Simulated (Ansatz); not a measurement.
## Rb on Ru(0001): change of the work function: the clean slab

Ansatz 0.2.0; plane-wave DFT, PBE, Ansatz PAW.

File input.yaml:

```yaml
crystal:
  lattice:
    - [2.7, 0.0, 0.0]
    - [1.35, 2.3382685902, 0.0]
    - [0.0, 0.0, 24.4152]
  atoms:
    - { symbol: Ru, position: [0.6666666667, 0.6666666667, 0.3686228251] }
    - { symbol: Ru, position: [0.0, 0.0, 0.4562076084] }
    - { symbol: Ru, position: [0.6666666667, 0.6666666667, 0.5437923916] }
    - { symbol: Ru, position: [0.0, 0.0, 0.6313771749] }
kpoints:
  mp_grid: { grid: [13, 13, 1] }
hamiltonian:
  xc: pbe
scf:
  occupations: { method: fermi_dirac, width: 0.1 }
  convergence: { dr2_threshold: 1.0e-08 }
efield:
  axis: 3
  dipole_correction: true
  ramp_position: 0.97
  ramp_width: 0.06
relax:
  f_tol: 0.02
  max_steps: 60
  constraints: [{ sites: [0, 1] }]
output:
  write_potential: true
  write_density: true
  volumetric_format: npy
```

On the command line:

```console
$ ansatz run input.yaml --threads 4 --pin off --max-ram 6144MiB --backend cpu --events-out ev --progress --plain --runs-dir out
```

Before running it: what should come out for the work function, upper face; work function, lower face; and electron's electrostatic potential energy less the Fermi level against z?

In the vacuum the potential turns flat, and its height over the Fermi level, 5.06 eV, is the work function of the face beside that plateau.

Forces are held to the 6 operations that the run works with; a distortion that breaks them can't arise in this run.

Relaxation path:

```csv
step,energy less that of the first step (eV),largest force component (eV/Å)
1,0.0000,0.5687
2,-0.0124,0.2629
3,-0.0158,0.0160
```

The atoms that moved most (Å):

| atom | dx | dy | dz | length |
| --- | --- | --- | --- | --- |
| Ru4 | 0.000 | 0.000 | -0.038 | 0.038 |
| Ru3 | 0.000 | 0.000 | 0.021 | 0.021 |

Final coordinates:

```cif
data_structure
_symmetry_space_group_name_H-M 'P 1'
_symmetry_Int_Tables_number 1
_cell_length_a 2.7000
_cell_length_b 2.7000
_cell_length_c 24.4152
_cell_angle_alpha 90.000
_cell_angle_beta 90.000
_cell_angle_gamma 60.000
_cell_volume 154.14
loop_
_atom_site_label
_atom_site_type_symbol
_atom_site_fract_x
_atom_site_fract_y
_atom_site_fract_z
_atom_site_occupancy
Ru1 Ru 0.66667 0.66667 0.36862 1
Ru2 Ru 0.00000 0.00000 0.45621 1
Ru3 Ru 0.66667 0.66667 0.54465 1
Ru4 Ru 0.00000 0.00000 0.62982 1
```

This step gave:

| Quantity | Value |
| --- | --- |
| work function, upper face | 5.030 eV |
| work function, lower face | 5.061 eV |
| dipole along the normal | 0.001092 e·Å |
| step between the vacuum levels | -0.03131 eV |

Running mean over 2.138 Å of the planar mean; the ramp of the sawtooth is left out. Table of electron's electrostatic potential energy less the Fermi level by z:

```
z (Å)  electron's electrostatic potential energy less the Fermi level (eV)
  3.0                                                                 5.06
  3.5                                                                 5.06
  4.0                                                                 5.06
  4.5                                                                 5.06
  5.0                                                                 5.05
  5.5                                                                 5.03
  6.0                                                                 4.97
  6.5                                                                 4.74
  7.0                                                                 3.92
  7.5                                                                0.726
  8.0                                                                -6.29
  8.5                                                                -12.4
  9.0                                                                -14.3
  9.5                                                                -14.5
 10.0                                                                -14.7
 10.5                                                                -14.7
 11.0                                                                -14.8
 11.5                                                                -14.8
 12.0                                                                -14.6
 12.5                                                                -14.6
 13.0                                                                -14.9
 13.5                                                                -15.0
 14.0                                                                -15.5
 14.5                                                                -15.5
 15.0                                                                -14.9
 15.5                                                                -14.2
 16.0                                                                -11.4
 16.5                                                                -4.44
 17.0                                                                 1.86
 17.5                                                                 4.20
 18.0                                                                 4.79
 18.5                                                                 4.96
 19.0                                                                 5.01
 19.5                                                                 5.02
 20.0                                                                 5.03
 20.5                                                                 5.03
 21.0                                                                 5.03
```

[Logs are printed without paths, hosts, clocks, repeated set-up lines and the standing remarks that a program may print on its own settings, such as how far it seeks lower states.]

[Hosts, paths, dates, database ids (printed as entryN), source tags and the programs' standing remarks are cut or masked in the printed files.]

[Maps of the electrostatic potential energy from Ansatz leave out the sawtooth potential of an applied field or a dipole correction, so their vacuum need not be flat; planar profiles and work functions include it.]
